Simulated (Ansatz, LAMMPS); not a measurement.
## Elastic response of rapidly quenched Si57Al14Cu29 (at. %) (111 atoms)

Aim: relax rapidly quenched Si57Al14Cu29 (at. %) (111 atoms), then change its volume and shape to read moduli from the stress.

Calculated with Ansatz 0.2.0; Kohn-Sham DFT, PBE, PAW (set soft_1), plane waves; PAW set soft_1.

## 1. Set-up

The cell holds 111 atoms: 63 Si, 16 Al and 32 Cu. Cell: a = 12.190 Å, b = 12.190 Å, c = 12.190 Å, α = 90.0°, β = 90.0°, γ = 90.0°. 111 atoms (63 Si, 16 Al, 32 Cu) placed at random at 3.66 g/cm³, melted at 2000 K for 10 ps at fixed volume with the MEAM Al-Si-Mg-Cu-Fe potential (Jelinek et al., Phys. Rev. B 85, 245102 (2012)). Quenched from 2000 K to 300 K at 10 K/ps and zero pressure, held 5 ps, then minimised at fixed cell.

What the set-up can't give: The quench rate of 10 K/ps is many orders above laboratory rates, so the cell is likely richer in defects and strain than a real sample. The starting topology of bonds comes from the classical model, and needn't be the one that DFT or experiment would give. Only the Γ point is sampled.

## 2. Single point at the start

A single point comes first, to see the forces before anything moves.

input.yaml reads:

```yaml
crystal:
  lattice:
    - [12.19003, 0.0, 0.0]
    - [0.0, 12.19003, 0.0]
    - [0.0, 0.0, 12.19003]
  atoms:
    - { symbol: Si, position: [0.72434, 0.96141, 0.29124] }
    - { symbol: Si, position: [0.37997, 0.49474, 0.57645] }
    - { symbol: Si, position: [0.50362, 0.1456, 0.63303] }
    - { symbol: Si, position: [0.08647, 0.52967, 0.64918] }
    - { symbol: Si, position: [0.80827, 0.76922, 0.37025] }
    - { symbol: Si, position: [0.68731, 0.16262, 0.87449] }
    - { symbol: Si, position: [0.96694, 0.60571, 0.22809] }
    - { symbol: Si, position: [0.25963, 0.68804, 0.66037] }
    - { symbol: Si, position: [0.3941, 0.47166, 0.83773] }
    - { symbol: Si, position: [0.24892, 0.6333, 0.075] }
    - { symbol: Si, position: [0.22902, 0.90537, 0.66217] }
    - { symbol: Si, position: [0.39961, 0.78352, 0.81445] }
    - { symbol: Si, position: [0.5953, 0.7723, 0.39533] }
    - { symbol: Si, position: [0.19105, 0.95503, 0.09933] }
    - { symbol: Si, position: [0.97778, 0.62825, 0.46562] }
    - { symbol: Si, position: [0.79812, 0.19303, 0.25948] }
    - { symbol: Si, position: [0.18649, 0.36533, 0.79385] }
    - { symbol: Si, position: [0.42175, 0.12413, 0.99906] }
    - { symbol: Si, position: [0.55201, 0.57028, 0.46847] }
    - { symbol: Si, position: [0.89871, 0.66455, 0.72738] }
    - { symbol: Si, position: [0.83795, 0.8607, 0.7825] }
    - { symbol: Si, position: [0.75158, 0.97476, 0.61353] }
    - { symbol: Si, position: [0.04289, 0.90216, 0.83116] }
    - { symbol: Si, position: [0.45871, 0.85936, 0.59753] }
    - { symbol: Si, position: [0.96291, 0.38282, 0.17913] }
    - { symbol: Si, position: [0.45326, 0.96441, 0.22388] }
    - { symbol: Si, position: [0.80938, 0.93695, 0.05765] }
    - { symbol: Si, position: [0.92146, 0.42725, 0.53946] }
    - { symbol: Si, position: [0.95342, 0.6895, 0.0092] }
    - { symbol: Si, position: [0.52577, 0.79752, 0.01084] }
    - { symbol: Si, position: [0.58128, 0.58185, 0.01063] }
    - { symbol: Si, position: [0.13023, 0.31592, 0.47223] }
    - { symbol: Si, position: [0.1931, 0.50985, 0.31108] }
    - { symbol: Si, position: [0.62658, 0.31739, 0.40838] }
    - { symbol: Si, position: [0.19336, 0.91952, 0.45906] }
    - { symbol: Si, position: [0.04732, 0.78907, 0.61925] }
    - { symbol: Si, position: [0.11556, 0.11551, 0.65747] }
    - { symbol: Si, position: [0.19308, 0.69855, 0.45222] }
    - { symbol: Si, position: [0.7946, 0.75228, 0.1594] }
    - { symbol: Si, position: [0.58629, 0.98691, 0.46569] }
    - { symbol: Si, position: [0.16793, 0.21238, 0.15869] }
    - { symbol: Si, position: [0.62635, 0.53213, 0.6741] }
    - { symbol: Si, position: [0.60242, 0.74614, 0.74458] }
    - { symbol: Si, position: [0.16475, 0.13118, 0.92205] }
    - { symbol: Si, position: [0.67071, 0.37849, 0.19426] }
    - { symbol: Si, position: [0.78182, 0.66137, 0.55935] }
    - { symbol: Si, position: [0.43338, 0.35942, 0.15268] }
    - { symbol: Si, position: [0.70219, 0.40252, 0.93007] }
    - { symbol: Si, position: [0.36868, 0.75903, 0.32116] }
    - { symbol: Si, position: [0.90943, 0.17701, 0.8711] }
    - { symbol: Si, position: [0.59002, 0.13134, 0.25495] }
    - { symbol: Si, position: [0.59653, 0.62586, 0.22316] }
    - { symbol: Si, position: [0.92814, 0.22439, 0.4555] }
    - { symbol: Si, position: [0.61589, 0.96913, 0.78754] }
    - { symbol: Si, position: [0.90239, 0.9941, 0.44053] }
    - { symbol: Si, position: [0.75238, 0.67743, 0.90601] }
    - { symbol: Si, position: [0.72157, 0.32793, 0.61996] }
    - { symbol: Si, position: [0.3264, 0.10057, 0.33746] }
    - { symbol: Si, position: [0.88809, 0.16932, 0.6582] }
    - { symbol: Si, position: [0.7734, 0.56038, 0.31338] }
    - { symbol: Si, position: [0.9927, 0.82835, 0.2259] }
    - { symbol: Si, position: [0.89266, 0.37431, 0.74553] }
    - { symbol: Si, position: [0.5661, 0.32828, 0.76882] }
    - { symbol: Al, position: [0.81289, 0.25466, 0.049] }
    - { symbol: Al, position: [0.16234, 0.77004, 0.96267] }
    - { symbol: Al, position: [0.3331, 0.8126, 0.11823] }
    - { symbol: Al, position: [0.27792, 0.95801, 0.9059] }
    - { symbol: Al, position: [0.04155, 0.08759, 0.06039] }
    - { symbol: Al, position: [0.90882, 0.46422, 0.96034] }
    - { symbol: Al, position: [0.29519, 0.18443, 0.54109] }
    - { symbol: Al, position: [0.37326, 0.57385, 0.21232] }
    - { symbol: Al, position: [0.06534, 0.30238, 0.98566] }
    - { symbol: Al, position: [0.12108, 0.03739, 0.27306] }
    - { symbol: Al, position: [0.20504, 0.43581, 0.11438] }
    - { symbol: Al, position: [0.12064, 0.5422, 0.93812] }
    - { symbol: Al, position: [0.30557, 0.15616, 0.79117] }
    - { symbol: Al, position: [0.30981, 0.30129, 0.97474] }
    - { symbol: Al, position: [0.59321, 0.01048, 0.05484] }
    [... 27 atom lines left out ...]
    - { symbol: Cu, position: [0.39899, 0.6383, 0.95227] }
    - { symbol: Cu, position: [0.04872, 0.07803, 0.81786] }
    - { symbol: Cu, position: [0.09627, 0.68464, 0.77529] }
    - { symbol: Cu, position: [0.95748, 0.96777, 0.641] }
    - { symbol: Cu, position: [0.61035, 0.82955, 0.20601] }
    - { symbol: Cu, position: [0.73974, 0.48968, 0.49312] }
kpoints:
  mp_grid: { grid: [1, 1, 1] }
hamiltonian:
  xc: pbe
  pseudopotentials: { kind: paw, azcp: { folder: soft_1 } }
scf:
  occupations: { method: gaussian, width: 0.025 }
output:
  forces: true
```

Run with:

```
ansatz run input.yaml --threads 4 --pin off --max-ram 15872MiB --backend cpu --events-out ev --progress --plain --runs-dir out
```

Output:

```text
Engine: ansatz 0.2.0, aarch64-unknown-linux-gnu
Pseudopotentials: kind: paw
Pseudopotential: Si, paw, valence charge 4, recommended cutoff 420 eV (normal), soft_1/Si.paw.azcp
Pseudopotential: Al, paw, valence charge 3, recommended cutoff 420 eV (normal), soft_1/Al.paw.azcp
Pseudopotential: Cu, paw, valence charge 19, recommended cutoff 420 eV (normal), soft_1/Cu.paw.azcp
[... 5 lines on functional and potentials left out ...]
Crystal: 111 atoms, lattice volume = 1811.400 Å³
Basis set: ecut = 420 eV, 35513 PW (Γ), exchange–correlation on 180×180×180 points (8 copies of the dense FFT grid, shifted against one another)
Bands: 565, of which v1, the nominal top of the filled ones, is band 454 counted from 1 (453 counted from 0)
Symmetry: 1 space group operations
Space group: P1 (ITA 1), of the structure as read, at distance tolerance 1.2e-4 Å
k-points: 1
[... 7 lines on functional and potentials left out ...]
Initial density: superposition of atomic densities (chi_scale 0.1, normalization cell, long waves kept (reshape's long-wave potential 0.38 eV rms))
Initial wavefunctions: pseudopotential atomic-orbital guess
Functional: x = pbe(κ = 0.804, μ = 0.219515), c = pbe(β = 0.066725)
SCF iter   1: F=—  HF=-260724.914225 eV  |F-HF|=—  |Δ(HF+E_count)|=         —  Δρ=3.07e-1  dr2=1.74e3  ethr=3.10e-3  ⟨swp⟩=7.0  Hψ=2272  notcnv=0  defer=38
preconditioner: auto → Resta (q_TF=auto, 2.432 Å⁻¹)  ε∞=15.7  [insulator: Δε(μ)=0.035 eV  Ē_g=5.811 eV  σ=0.025 eV  W_gap=0.67  n_scr=460 (ndim 8)  ℏωp=22.3 eV  f_vac=0.000  D(μ)=71.54/eV (n_scr^D=586)  ε∞_Penn≈15.7]
SCF iter   2: F=—  HF=-260647.650529 eV  |F-HF|=—  |Δ(HF+E_count)|=    7.73e1  Δρ=1.24e-1  dr2=3.50e2  ethr=3.10e-3  ⟨swp⟩=2.0  Hψ=1118  notcnv=0  defer=97
SCF iter   3: F=—  HF=-260628.780664 eV  |F-HF|=—  |Δ(HF+E_count)|=    1.89e1  Δρ=6.30e-2  dr2=7.45e1  ethr=3.10e-3  ⟨swp⟩=2.0  Hψ=1109  notcnv=0  defer=103
SCF iter   4: F=—  HF=-260622.630491 eV  |F-HF|=—  |Δ(HF+E_count)|=    6.15e0  Δρ=2.73e-2  dr2=1.65e1  ethr=3.10e-3  ⟨swp⟩=4.0  Hψ=928  notcnv=0  defer=103
SCF iter   5: F=—  HF=-260621.021475 eV  |F-HF|=—  |Δ(HF+E_count)|=    1.61e0  Δρ=9.92e-3  dr2=2.50e0  ethr=1.81e-3  ⟨swp⟩=2.0  Hψ=656  notcnv=0  defer=103
SCF iter   6: F=—  HF=-260620.635348 eV  |F-HF|=—  |Δ(HF+E_count)|=   3.86e-1  Δρ=4.27e-3  dr2=2.24e-1  ethr=2.76e-4  ⟨swp⟩=4.0  Hψ=928  notcnv=0  defer=103
SCF iter   7: F=—  HF=-260620.618551 eV  |F-HF|=—  |Δ(HF+E_count)|=   1.68e-2  Δρ=1.20e-3  dr2=2.37e-2  ethr=2.47e-5  ⟨swp⟩=2.0  Hψ=924  notcnv=0  defer=64
automatic band count: iteration 7 solves 526 bands in place of 565: the levels show a gap, and the empty bands left out lie too high to hold charge; the band table lists the bands solved (type scf.n_extra_bands for more)
SCF iter   8: F=—  HF=-260620.614070 eV  |F-HF|=—  |Δ(HF+E_count)|=   4.48e-3  Δρ=5.85e-4  dr2=6.80e-3  ethr=2.60e-6  ⟨swp⟩=2.0  Hψ=916  notcnv=0  defer=64
SCF iter   9: F=—  HF=-260620.612784 eV  |F-HF|=—  |Δ(HF+E_count)|=   1.29e-3  Δρ=2.40e-4  dr2=9.50e-4  ethr=7.48e-7  ⟨swp⟩=4.0  Hψ=1074  notcnv=0  defer=62
SCF iter  10: F=—  HF=-260620.612737 eV  |F-HF|=—  |Δ(HF+E_count)|=   4.67e-5  Δρ=1.33e-4  dr2=2.39e-4  ethr=1.05e-7  ⟨swp⟩=2.0  Hψ=917  notcnv=0  defer=62
SCF iter  11: F=—  HF=-260620.612775 eV  |F-HF|=—  |Δ(HF+E_count)|=   3.84e-5  Δρ=7.81e-5  dr2=8.12e-5  ethr=2.63e-8  ⟨swp⟩=2.0  Hψ=918  notcnv=0  defer=62
SCF iter  12: F=—  HF=-260620.615155 eV  |F-HF|=—  |Δ(HF+E_count)|=   2.38e-3  Δρ=2.53e-5  dr2=8.59e-6  ethr=8.95e-9  ⟨swp⟩=2.0  Hψ=979  notcnv=0  defer=62
SCF iter  13: F=—  HF=-260620.615156 eV  |F-HF|=—  |Δ(HF+E_count)|=   9.04e-7  Δρ=9.13e-6  dr2=1.62e-6  ethr=9.46e-10  ⟨swp⟩=2.0  Hψ=918  notcnv=0  defer=62
SCF iter  14: F=—  HF=-260620.615157 eV  |F-HF|=—  |Δ(HF+E_count)|=   4.17e-7  Δρ=9.20e-6  dr2=1.05e-6  ethr=1.78e-10  ⟨swp⟩=2.0  Hψ=918  notcnv=0  defer=62
SCF iter  15: F=-260620.615157 eV  HF=-260620.615157 eV  |F-HF|=4.42e-8  |Δ(HF+E_count)|=   1.29e-7  Δρ=1.77e-6  dr2=6.17e-8  ethr=1.10e-11  ⟨swp⟩=2.0  Hψ=1897  notcnv=0
SCF 1 converged in 15 iterations: F = -260620.615157 eV  dr2 = 6.17e-8
  greatest PAW one-centre occupation: 1.000 electrons in one spin orbital (limit 2), on the Cu atom at site 87 (counted from 0), in its partial waves of l = 0
SCF converged after 15 iterations
Free energy (F): -260620.615157 eV
Harris-Foulkes:  -260620.615157 eV  (|F-HF|=4.42e-8)
Internal energy: -260620.596875 eV  (E = F + TS)
E sigma→0 (E₀):  -260620.606016 eV
Entropy (-TS):   -0.018282 eV (-0.165 meV/atom)
Fermi energy:    9.326548 eV
--- Per-component energies (eV) ---
  E_band       = -15153.117847
  E_kinetic    = 11214.760033
  E_local      = -221534.119180  (includes V_loc(G=0)·N_el)
  E_nonlocal   = 29952.449941
  E_hartree    = 97640.266310
  E_xc         = -6352.909954
  E_vxc        = -6304.338308  (∫ρ·V_xc dr)
  E_paw        = -97731.310810  (= ΣΔE_a)
  E_vpaw       = -23762.511035  (= ΣTr[D̂ρ^β])
  E_aug_tail   = 0.034251  (compensation charges beyond the density's cutoff)
  E_ewald      = -73809.767466
  E_smearing   = -0.018282  (= −TS)
  E_closure    = -0.000000  (closes the sum)
  Σ components = -260620.615157   (vs F -260620.615157, Δ=0.00e0)
--- Forces (eV/Å), atoms counted from 1 ---
  atom   1  Si    -0.08470357     0.47760268     0.22887894
  atom   2  Si     0.38483201     0.30006288    -0.29704699
  atom   3  Si    -1.15512798    -0.08996983    -0.09930280
  atom   4  Si     0.00386299     0.03947935     0.76785980
  atom   5  Si     0.46736484    -0.25842345     0.27112447
  atom   6  Si     0.21954229     0.28587784     1.33007336
  atom   7  Si    -0.09965107    -0.74947351    -0.20940710
  atom   8  Si     0.16477134     0.29934930    -0.05691098
  atom   9  Si    -0.75891139    -1.03932295     0.50140789
  atom  10  Si    -0.60682446    -0.47822678    -0.68735048
  atom  11  Si     0.00544927     0.08153622     0.27401301
  atom  12  Si     0.17763418     0.48520576    -0.03407207
  atom  13  Si    -0.47897622    -0.06689568    -0.03617632
  atom  14  Si    -1.62941656    -2.08735639    -0.63060131
[...]
atom 110  Cu    -0.35548814    -0.29442018    -0.63490800
  atom 111  Cu    -0.73392651    -0.79279027    -0.12750834
  max |Σ_I F_I| component: 2.85e-5 eV/Å
```

It took 50 s on 4 threads of Arm Neoverse V1, shared host; peak memory 2.8 GiB.

The r.m.s. force at the start is 0.62 eV/Å.

(Continued in part 2 of 4.)

[Long decimals in the printed logs are rounded to 6 places.]

[Logs are printed without paths, hosts, clocks, repeated set-up lines and the standing remarks that a program may print on its own settings, such as how far it seeks lower states.]

[Hosts, paths, dates, database ids (printed as entryN), source tags and the programs' standing remarks are cut or masked in the printed files.]
